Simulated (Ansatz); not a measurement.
# CsNaLa2S4: complex band structure, part 3 of 3

A new crystal, CsNaLa2S4: structure, gap and complex bands. It is built by putting Cs for part of the Na in the NaLaS2 structure of space group I4_1/amd, with the volume rescaled by atomic radii. The parent structure comes from the Materials Project.

Ansatz 0.2.0; PBE DFT, plane waves, PAW files (the session's first sound run).

So far, gap on path (eV): step 3 (band edges, PBE) 1.74; step 6 (PBEsol) 1.64.

The structure was built from a prototype and need not be the compound's stable phase.

## Step 8: A repeat with changed settings

In this try the input is made faulty on purpose, to show what that does.

This step: PBE DFT, plane waves, PAW files; complex bands by layer matching along the plane's normal; changed: crystal.lattice = [[3.22874772, 0.0, 0.0], [0.0, 3.22874772, 0.0], [1.61437386, 1.61437386, 3.41411808]], scf.max_iter = 80 (Ansatz 0.2.0).

The input, input.yaml:

```yaml
crystal:
  lattice:
    - [3.22874772, 0.0, 0.0]
    - [0.0, 3.22874772, 0.0]
    - [1.61437386, 1.61437386, 3.41411808]
  atoms:
    - { symbol: Na, position: [0.0, 0.0, 0.0] }
    - { symbol: Cs, position: [0.75, 0.25, 0.5] }
    - { symbol: La, position: [0.25, 0.75, 0.5] }
    - { symbol: La, position: [0.5, 0.5, 0.0] }
    - { symbol: S, position: [0.0282756314, 0.5282756314, 0.9434487372] }
    - { symbol: S, position: [0.4717243686, 0.9717243686, 0.0565512628] }
    - { symbol: S, position: [0.2820402159, 0.2820402159, 0.4359195682] }
    - { symbol: S, position: [0.7179597841, 0.7179597841, 0.5640804318] }
kpoints:
  mp_grid: { grid: [4, 4, 4] }
scf:
  occupations: { method: fixed }
  max_iter: 80
hamiltonian:
  xc: pbe
output:
  eigenvalues: true
  transmission:
    leads: [[0, 0]]
    kpoints: [[0.0, 0.0], [0.5, 0.0]]
    e_range: [-1.0, 2.74]
    de: 0.09
```

Command:

```bash
$ ansatz run input.yaml --threads 2 --pin off --max-ram 4096MiB --backend cpu --events-out ev --progress --plain --runs-dir out
```

Numbers of over 12 decimals in the logs are rounded to 6 here.

Log:

```text
Engine: ansatz 0.2.0, aarch64-unknown-linux-gnu
Pseudopotentials: kind: paw
Pseudopotential: Na, paw, valence charge 9, recommended cutoff 420 eV (normal), Na.paw.azcp
Pseudopotential: Cs, paw, valence charge 9, recommended cutoff 420 eV (normal), Cs.paw.azcp
Pseudopotential: La, paw, valence charge 11, recommended cutoff 420 eV (normal), La.paw.azcp
Pseudopotential: S, paw, valence charge 6, recommended cutoff 420 eV (normal), S.paw.azcp
Functional definition: PBE
  parameter kappa = 0.804
  parameter beta = 0.066725
  exchange = pbe_x(kappa = kappa, mu = beta*pi^2/3)
  correlation = pbe_c(beta = beta)
Crystal: 8 atoms, lattice volume = 35.592 Å³
Basis set: ecut = 420 eV, 687 PW (Γ)
Bands: 40, of which v1, the nominal top of the filled ones, is band 32 counted from 1 (31 counted from 0)
Symmetry: 8 space group operations
Space group: I-4m2 (ITA 119), of the structure as read, at distance tolerance 3.3e-5 Å
k-points: 13 of 64 (time reversal used)
Non-local potential: Na, projectors of the file, l = 0: 3, l = 1: 2, l = 2: 1
Non-local potential: Cs, projectors of the file, l = 0: 3, l = 1: 2, l = 2: 2, l = 3: 2
Non-local potential: La, projectors of the file, l = 0: 3, l = 1: 2, l = 2: 2, l = 3: 3
Non-local potential: S, projectors of the file, l = 0: 2, l = 1: 2, l = 2: 2
PAW form: soft (Blöchl's): semilocal exchange-correlation on the pseudo side does not see the compensation charge
PAW one-centre angular grid: Na, 110 points (default); XC on 64 Gauss nodes
PAW one-centre angular grid: Cs, 194 points (default); XC on 64 Gauss nodes
PAW one-centre angular grid: La, 590 points (default); XC on 64 Gauss nodes
PAW one-centre angular grid: S, 110 points (default); XC on 64 Gauss nodes
Initial density: superposition of atomic densities (neutral atoms: chi_scale 0, normalization atom), corrected by the library's trained network
Initial wavefunctions: pseudopotential atomic-orbital guess
Functional: x = pbe(κ = 0.804, μ = 0.219515), c = pbe(β = 0.066725)
SCF iter   1: F=—  HF=-24206.660128 eV  |F-HF|=—  |Δ(HF+E_count)|=         —  Δρ=3.26e0  dr2=4.02e3  ethr=1.77e-3  ⟨swp⟩=13.2  Hψ=4496  notcnv=0  defer=78
preconditioner: auto → none  [insulator: Δε(μ)=0.007 eV  Ē_g=22.589 eV  n_scr=14 (ndim 8)  ℏωp=48.2 eV  f_vac=0.080  ε∞_Penn≈5.6]
SCF iter   2: F=—  HF=-23895.669866 eV  |F-HF|=—  |Δ(HF+E_count)|=    3.11e2  Δρ=1.89e0  dr2=1.84e3  ethr=1.77e-3  ⟨swp⟩=25.3  Hψ=12043  notcnv=0  defer=97
SCF iter   3: F=—  HF=-23105.976966 eV  |F-HF|=—  |Δ(HF+E_count)|=    7.90e2  Δρ=1.04e0  dr2=3.59e2  ethr=1.77e-3  ⟨swp⟩=11.2  Hψ=4518  notcnv=0  defer=71
SCF iter   4: F=—  HF=-23035.088597 eV  |F-HF|=—  |Δ(HF+E_count)|=    7.09e1  Δρ=1.21e0  dr2=7.26e2  ethr=1.77e-3  ⟨swp⟩=13.5  Hψ=5006  notcnv=0  defer=77
[...]
SCF iter  10: F=—  HF=-22921.692618 eV  |F-HF|=—  |Δ(HF+E_count)|=   1.95e-3  Δρ=3.13e-3  dr2=5.23e-3  ethr=1.89e-5  ⟨swp⟩=5.1  Hψ=1035  notcnv=0  defer=78
SCF iter  11: F=—  HF=-22921.691409 eV  |F-HF|=—  |Δ(HF+E_count)|=   1.21e-3  Δρ=1.09e-3  dr2=3.81e-4  ethr=8.18e-6  ⟨swp⟩=6.4  Hψ=1245  notcnv=0  defer=78
SCF iter  12: F=—  HF=-22921.691329 eV  |F-HF|=—  |Δ(HF+E_count)|=   8.04e-5  Δρ=2.47e-4  dr2=2.04e-5  ethr=5.95e-7  ⟨swp⟩=3.9  Hψ=1068  notcnv=0  defer=78
SCF iter  13: F=—  HF=-22921.691335 eV  |F-HF|=—  |Δ(HF+E_count)|=   6.05e-6  Δρ=6.80e-5  dr2=1.25e-6  ethr=3.19e-8  ⟨swp⟩=4.3  Hψ=1144  notcnv=0  defer=77
SCF iter  14: F=—  HF=-22921.691335 eV  |F-HF|=—  |Δ(HF+E_count)|=   2.03e-7  Δρ=2.21e-5  dr2=1.82e-7  ethr=1.95e-9  ⟨swp⟩=3.6  Hψ=1022  notcnv=0  defer=77
SCF iter  15: F=-22921.691335 eV  HF=-22921.691335 eV  |F-HF|=3.37e-8  |Δ(HF+E_count)|=   1.38e-8  Δρ=8.53e-6  dr2=3.65e-8  ethr=1.56e-10  ⟨swp⟩=36.3  Hψ=5051  notcnv=0
WARN: a fill by count may have filled part of one level: at k-index 0 the highest filled band, 53.736659 eV, and the lowest empty band, 53.736659 eV, stand 5.178e-11 eV apart, within the solve's uncertainty, 3.162e-4 eV. If they are one level, whatever splits it, however little, can move the result. A smearing (`scf.occupations.method` with a `width`) well over the split that the run's distortions make, where the dec [...]
SCF 1 converged in 15 iterations: F = -22921.691335 eV  dr2 = 3.65e-8
[...]
WARN: output.transmission: not made: transmission: the occupations are fixed, or their smearing has no width, and the bands show no gap above the filled ones: solve more bands, or use a smearing of finite width. The run goes on to what it still can, and will not end as completed
SCF converged after 15 iterations
Free energy (F): -22921.691335 eV
Harris-Foulkes:  -22921.691335 eV  (|F-HF|=3.37e-8)
Internal energy: -22921.691335 eV  (E = F + TS)
E sigma→0 (E₀):  -22921.691335 eV
Fermi energy:    57.013357 eV
--- Per-component energies (eV) ---
  E_band       = 2327.347413
  E_kinetic    = 1922.668426
  E_local      = 544.658247  (includes V_loc(G=0)·N_el)
  E_nonlocal   = 616.296661
  E_hartree    = 322.766685
  E_xc         = -1083.016484
  E_vxc        = -1086.357419  (∫ρ·V_xc dr)
  E_paw        = -18690.265841  (= ΣΔE_a)
  E_vpaw       = -315.453439  (= ΣTr[D̂ρ^β])
  E_aug_tail   = 0.000000  (compensation charges beyond the density's cutoff)
  E_ewald      = -6554.799029
  E_smearing   = -0.000000  (= −TS)
  E_closure    = -0.000000  (closes the sum)
  Σ components = -22921.691335   (vs F -22921.691335, Δ=0.00e0)
--- Band table (eV; the first three rows and the last of 13) ---
  k-point 0: bands = [... 28 lower, 52.6276, 52.7573, 52.7573, 53.7367, 53.7367, 57.3707, 58.4106, 60.0133, ... 4 higher]
  k-point 1: bands = [... 28 lower, 51.4296, 55.5751, 56.2571, 56.2571, 56.8854, 58.1827, 59.5802, 60.7975, ... 4 higher]
  k-point 2: bands = [... 28 lower, 53.6665, 55.2656, 55.2656, 55.8403, 58.7304, 59.8882, 59.9607, 61.2955, ... 4 higher]
  k-point 12: bands = [... 28 lower, 51.9227, 52.3535, 52.6175, 53.4456, 54.7804, 54.7884, 55.5493, 57.8559, ... 4 higher]
Error: transmission: the occupations are fixed, or their smearing has no width, and the bands show no gap above the filled ones: solve more bands, or use a smearing of finite width
```

The job ended after 4.6 s (2 threads of Arm Neoverse V2, shared host; peak memory 0.31 GiB).

The run ended with an error after its SCF cycle had converged; no result of it is taken.

The program's message: “Error: transmission: the occupations are fixed, or their smearing has no width, and the bands show no gap above the filled ones: solve more bands, or use a smearing of finite width”

The fault put into the input: a lattice far too small (crystal.lattice).

## Step 9: Results

| Item | Value |
| --- | --- |
| band gap | 1.74 eV |
| least decay constant at mid-gap, normal to (001) | 0.253 Å⁻¹ |
| least decay constant on a mesh, normal to (001) | 0.252 Å⁻¹ |
| least decay constant, PBEsol | 0.243 Å⁻¹ |

In words: With PBE, the slowest decay at the wavevectors tried is κ = 0.253 Å⁻¹, normal to (001). Through such a film the transmission near mid-gap falls as exp(−2κd), a factor of ten every 4.6 Å. A free electron under a barrier of half the gap would need a mass of 0.28 mₑ to decay at this rate. With PBEsol the gap goes from 1.74 to 1.64 eV and the decay constant, over the first 2 listed wavevectors, from 0.253 to 0.243 Å⁻¹. The compound is made up by substitution; its stability against other phases and against distortions of the cell's symmetry was not tested. A semilocal functional narrows gaps, so real decay constants are likely larger.

[Logs are printed without paths, hosts, clocks, repeated set-up lines and the standing remarks that a program may print on its own settings, such as how far it seeks lower states.]

[Hosts, paths, dates, database ids (printed as entryN), source tags and the programs' standing remarks are cut or masked in the printed files.]
